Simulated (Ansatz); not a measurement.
# The g tensor of Ba2Cu(PO4)2, calculated

Wanted: g and the hyperfine couplings of Ba2Cu(PO4)2. Measured values stand at the end.

Main program and level: Ansatz 0.2.0; DFT, PBEsol+U, plane-wave PAW, PAW set soft_2, collinear spin, scalar-relativistic.

Report form: inputs, costs, results and the conclusion, without the logs.

### 1. The system as given

It takes space group C2/m (No. 12, monoclinic). The conventional cell has a = 12.235 Å, b = 5.143 Å, c = 6.916 Å, α = 90.00°, β = 105.70°, γ = 90.00°. Nearest to Ba lie 9 O at 2.64 to 3.01 Å. Cu has 4 O at 1.94 Å nearest. Nearest to P lie 4 O at 1.51 to 1.56 Å. Nearest to O lie 1 P at 1.54 Å and 3 Ba at 2.78 to 3.01 Å. Nearest to O lie 1 P at 1.51 Å and 2 Ba at 2.64 to 2.74 Å. Nearest to O lie 1 P at 1.56 Å and 1 Cu at 1.94 Å and 2 Ba at 2.88 to 2.93 Å. Farther neighbours, and contacts between anions beyond the nearest, are not listed.

The structure is a relaxed one from the Materials Project, so its cell can be off by a few per cent.

The primitive cell that is run holds one Cu ion, whose images are parallel to it.

### 2. The main run

One collinear run gives the spin density, also at the nuclei; a second pass then couples the two spin channels by spin-orbit coupling for several directions of the moment, which gives orbital moments and direction energies. U = 5 eV on Cu is meant to offset the tendency of semilocal functionals to spread the spin.

The input, input.yaml:

```yaml
crystal:
  lattice:
    - [6.1174097331, -2.57168958, 0.0]
    - [6.1174097331, 2.57168958, 0.0]
    - [-1.8716624189, 0.0, 6.6578749769]
  atoms:
    - { symbol: Ba, position: [0.17358797, 0.17358797, 0.21515299] }
    - { symbol: Ba, position: [0.82641203, 0.82641203, 0.78484701] }
    - { symbol: Cu, position: [0.5, 0.5, 0.5], spin: 1.0 }
    - { symbol: P, position: [0.13273214, 0.13273214, 0.701389] }
    - { symbol: P, position: [0.86726786, 0.86726786, 0.298611] }
    - { symbol: O, position: [0.2542845, 0.2542845, 0.84053763] }
    - { symbol: O, position: [0.95314137, 0.95314137, 0.1770632] }
    - { symbol: O, position: [0.04685863, 0.04685863, 0.8229368] }
    - { symbol: O, position: [0.7457155, 0.7457155, 0.15946237] }
    - { symbol: O, position: [0.36483697, 0.8775571, 0.56313542] }
    - { symbol: O, position: [0.1224429, 0.63516303, 0.43686458] }
    - { symbol: O, position: [0.63516303, 0.1224429, 0.43686458] }
    - { symbol: O, position: [0.8775571, 0.36483697, 0.56313542] }
magnetization:
  spin_polarized: true
kpoints:
  mp_grid: { grid: [3, 3, 3] }
scf:
  lower_state_search: "off"
  occupations: { method: fermi_dirac, width: 0.01 }
hamiltonian:
  xc: pbesol
  hubbard: [{ species: Cu, l: d, u_eff: 5 }]
output:
  efg:
    contact_densities: true
    quadrupole_moments_barn: { Ba: 0.236, Cu: -0.22, O: -0.02558 }
  forces: true
  eigenstates:
    nscf_kmesh: { grid: [3, 3, 3] }
    top_band: c81
    magnetocrystalline_anisotropy:
      directions: [[1, 0, 0], [0, 1, 0], [0, 0, 1], [1, 1, 0], [1, 0, 1], [0, 1, 1]]
# [... lines on directions and stored grids left out ...]
```

Started as:

```bash
$ ansatz run input.yaml --threads 4 --pin off --max-ram 9216MiB --backend cpu --events-out ev --progress --plain --runs-dir out
```

It took 73 s on 4 threads of Arm Neoverse V1, shared host; peak memory 1.1 GiB.

The cell carries 1.00 μB, S = 1/2 on each ion. Cu (atom 3) has 4 O at 1.94 Å round it and 0.65 μB in its sphere.

The spin-orbit pass, by direction of the magnetisation (its table summed over the atoms):

```
direction  energy (meV)  orbital moment (μB)  on atom 3 (μB)
  [1 0 0]        0.0000               0.0467          0.0488
  [0 1 0]       -0.0625               0.0335          0.0365
  [0 0 1]        0.3235               0.1078          0.1151
  [1 1 0]       -0.0312               0.0401          0.0427
  [1 0 1]        0.0078               0.0495          0.0515
  [0 1 1]        0.1303               0.0706          0.0758
```

With g(n) = 2.0023 + L(n)/S, L and S summed over the cell's ions (S = 1/2), fitted to a symmetric tensor and averaged over the point group, the principal values are:

```
     g  axis x  axis y  axis z
2.0693    0.00    1.00    0.00
2.0744    0.93    0.00    0.36
2.2392   -0.36    0.00    0.93
```

For S = 1/2 there is no zero-field splitting, so the direction energies aren't used.

Isotropic hyperfine couplings from the spin density at the nuclei:

```
atom  nucleus  atoms with this value  A_iso (MHz)
   3     ⁶³Cu                      1       -281.2
  10      ¹⁷O                      4        -47.3
   4      ³¹P                      2          6.9
   1    ¹³⁷Ba                      2         -2.3
   6      ¹⁷O                      2         -1.9
   7      ¹⁷O                      2          0.7
```

The ion's own value rests on core polarisation and comes out too small in this program at this level.

### 3. The ladder

No level is known beforehand to be right for these quantities, so the functional, U, numerical settings and the positions are varied. All functionals run on PAW datasets made for PBE.

Times are on 4 threads of Arm Neoverse V1, shared host.

```
                                    run   mesh     time  moment (μB)      g₁      g₂      g₃  A_iso ⁶³Cu (MHz)  A_iso ¹⁷O (MHz)
                       PBEsol+U Cu 5 eV  3×3×3     73 s         1.00  2.0693  2.0744  2.2392            -281.2            -47.3
                                 PBEsol  3×3×3     70 s         1.00  2.0598  2.0651  2.2128            -299.0            -48.4
                                    LDA  3×3×3     33 s         1.00  2.0612  2.0672  2.2262            -252.5            -47.9
                       PBEsol+U Cu 3 eV  3×3×3     71 s         1.00  2.0647  2.0699  2.2269            -287.0            -47.9
                     PBEsol+U Cu 7.5 eV  3×3×3     75 s         1.00  2.0778  2.0827  2.2610            -275.6            -45.8
                                 r2SCAN  3×3×3     53 s         1.00       -       -       -            -338.8            -53.6
    PBEsol+U Cu 5 eV, relaxed positions  3×3×3     73 s         1.00  2.0693  2.0745  2.2387            -281.3            -45.7
         PBEsol+U Cu 5 eV, coarser mesh  2×2×2     61 s         1.00  2.0695  2.0747  2.2404            -281.2            -46.5
           PBEsol+U Cu 5 eV, finer mesh  5×5×3  1.7 min         1.00  2.0694  2.0744  2.2393            -281.2            -47.4
PBEsol+U Cu 5 eV, 50 % more empty bands  3×3×3     78 s         1.00  2.0690  2.0740  2.2381            -281.2            -47.3
        PBEsol+U Cu 5 eV, cutoff 750 eV  3×3×3     99 s         1.00  2.0693  2.0744  2.2392            -280.4            -47.3
        PBEsol+U Cu 5 eV, cutoff 350 eV  3×3×3     67 s         1.00  2.0690  2.0741  2.2383            -280.6            -47.2
     PBEsol+U Cu 5 eV, smearing 0.05 eV  3×3×3     74 s         1.00  2.0693  2.0744  2.2392            -281.2            -47.3
                          LDA+U Cu 5 eV  3×3×3     33 s         1.00  2.0697  2.0755  2.2519            -238.7            -47.3
                                  HSE06  2×2×2     64 s         1.00       -       -       -            -430.3            -51.8
```

### 4. A run with a fault

One setting is now spoilt on purpose, to see whether the program objects and how far the results move.

input.yaml: that of step 2 with these lines changed.

```diff
@@ -29,2 +29,3 @@
   hubbard: [{ species: Cu, l: d, u_eff: 5 }]
+  pseudopotentials: { kind: nc }
 output:
@@ -39,2 +40 @@
       directions: [[1, 0, 0], [0, 1, 0], [0, 0, 1], [1, 1, 0], [1, 0, 1], [0, 1, 1]]
-# [... lines on directions and stored grids left out ...]
```

It took 0.02 s on 4 threads; peak memory 0.032 GiB.

The program refused the input. The fault: these files carry no all-electron waves for contact densities or the pass. The fix: use PAW datasets.

### 5. Against experiment

```
                      quantity  measured             calculated               run                      agreement
mean of the principal g values  2.15 [1]  2.128 (2.128 relaxed)  PBEsol+U Cu 5 eV  85 % of the shift from 2.0023
```

[1] EPR powder spectra; “Study of one-dimensional nature of (Sr,Ba)2Cu(PO4)2 and BaCuP2O7 via 31P NMR” (2004; arxiv:cond-mat/0408530). In a concentrated magnet the measured line also shifts with demagnetisation and short-range order, most at low temperature and high field.

### 6. Outcome

| Quantity | Value |
| --- | --- |
| spin | S = 1/2 on Cu (as for Cu²⁺ d⁹), 4 O at 1.94 Å |
| g | 2.0693, 2.0744, 2.2392 |
| A_iso on Cu, atom 3 | -281.2 MHz (⁶³Cu), unsettled: -430.3 to -238.7 over the runs |
| A_iso on O, atom 10 | -47.3 MHz (¹⁷O) |
| A_iso on P, atom 4 | 6.9 MHz (³¹P), unsettled: 3.9 to 7.8 over the runs |
| A_iso on Ba, atom 1 | -2.3 MHz (¹³⁷Ba), unsettled: -3.6 to -2.0 over the runs |

In words: As a paramagnet of local spins, Ba2Cu(PO4)2 has S = 1/2 on each ion and g = 2.0693, 2.0744, 2.2392 (PBEsol+U Cu 5 eV); the run puts the contact coupling on Cu at -281 MHz. Against experiment the mean of the principal g values is off by -0.022. The shift is positive: in a shell more than half full the orbital moment adds to the spin. One large and two small shifts mark a hole in the d(x²−y²) orbital of a flat or pyramidal site. The mean g shift is +0.110 at U = 0 eV, +0.118 at U = 3 eV, +0.125 at U = 5 eV and +0.138 at U = 7.5 eV. The changes tried in mesh, the number of bands, cutoff and smearing move g by 0.0012 at most. Over the first program's levels the principal g values move by up to 0.0482. The hybrid run has a coarser mesh, so its couplings may mix the effects of exchange and sampling. Relaxing moves the coupling on P (atom 4) from 6.9 to 4.3 MHz, so it isn't settled. Relaxing the positions moves the mean g by -0.0001. Forces of up to 0.8 eV/Å remain on the given positions, so the site's shape, and with it g and the couplings, may be off. Orbital moments are counted in the atomic spheres alone, and such calculations usually give late ions like this one too small a g shift. The contact coupling of a d ion comes from core polarisation, which the Ansatz runs underestimate, at times by more than half, by the functional and perhaps by the program's treatment of the core; the orbital part of the hyperfine coupling isn't included. Contact couplings are scalar-relativistic, without spin-orbit terms, which matters on the heavy nuclei. The parallel pattern is a device, not a claim about the crystal's order. In it the couplings also hold the fields sent by neighbouring ions, which cancel in part in other patterns, so they aren't those of a dilute ion.

Not shown: 1 run that was refused, 1 run that did not converge and 1 run that ended in an error.

[Long decimals in the printed logs are rounded to 6 places.]

[Logs are printed without paths, hosts, clocks, repeated set-up lines and the standing remarks that a program may print on its own settings, such as how far it seeks lower states.]

[Hosts, paths, dates, database ids (printed as entryN), source tags and the programs' standing remarks are cut or masked in the printed files.]

[A later check with an all-electron program, on Mn²⁺ in one crystal, gave about the same coupling, so for Mn the shortfall against experiment is probably not the program's treatment of the core; other ions were not checked so.]
